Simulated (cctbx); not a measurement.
# Lattice, Laue class and space group of a new crystal

Cell: a = 11.3050 Å, b = 11.3050 Å, c = 11.3050 Å, α = 90.00°, β = 90.00°, γ = 90.00°. Expected content of the cell: Sb4 Br24 Cu4 Li8.

The data are simulated with cctbx, not measured: Mo Kα, λ = 0.71073 Å, to d = 0.75 Å, 50 % of the full sphere, strongest reflection 70000 counts, noise from counting, a 6 % proportional error and a noise floor of 15 counts (s.d.); no absorption.

A first pass over the reflections prints:

```text
7112 reflections to d = 0.750 A
centring   violations  <I/sigma> of those
    A          0 of  3553      0.0
    B          0 of  3514     -0.0
    C          0 of  3595      0.0
    I        796 of  3585      2.9
    R       1042 of  4759      3.0
    F          0 of  5331      0.0
Laue class    unique    Rint  (classes that these axes allow; Friedel mates merged)
F m m m           515   0.041
F m -3            180   0.047
F m -3 m          124   0.047
space group    extra absences  I>4sigma  <I/sigma>
F 4 3 2                 0          0         -  acentric
F -4 3 m                0          0         -  acentric
F m -3 m                0          0         -  centric
Wilson B = 0.39 A^2   <|E^2-1|> = 0.747 (0.968 centric, 0.736 acentric)   E^2>4: 0.8 %
shell (A)         n   <I/sigma>
 6.53 - 1.50     23     35.4
 1.50 - 1.19     16     40.8
 1.19 - 1.04     16     46.8
 1.04 - 0.94     14     43.0
 0.94 - 0.88     13     45.7
 0.88 - 0.83     15     43.9
 0.83 - 0.78     12     47.2
 0.78 - 0.75     15     43.7
```

Q: Read the symmetry from these tables.

The reflections that A, B, C and F centring forbids are absent (⟨I/σ⟩ near 0), so the lattice is F. F holds A, B and C together.

Rint stays low (0.041 to 0.047) up to F m -3 m, the highest class in these axes.

3 settings pass the absence test. No glide or screw absences show, which leaves F 4 3 2, F -4 3 m and F m -3 m.

⟨|E²−1|⟩ = 0.747 leans to a non-centrosymmetric structure. Here that hint misleads: the statistic assumes many like atoms on general positions, and few, heavy or special-position atoms break it. The Wilson B of 0.39 Å² means U ≈ 0.0049 Å².

The true group is Fm-3m (no. 225), Laue class m-3m, centrosymmetric. The tables only narrow the choice to the tied entries; cell content, site symmetry and trial solutions must settle it.

This is a model crystal, built by substitution and not relaxed, with assumed displacement parameters.

[Logs are printed without paths, hosts, clocks, repeated set-up lines and the standing remarks that a program may print on its own settings, such as how far it seeks lower states.]
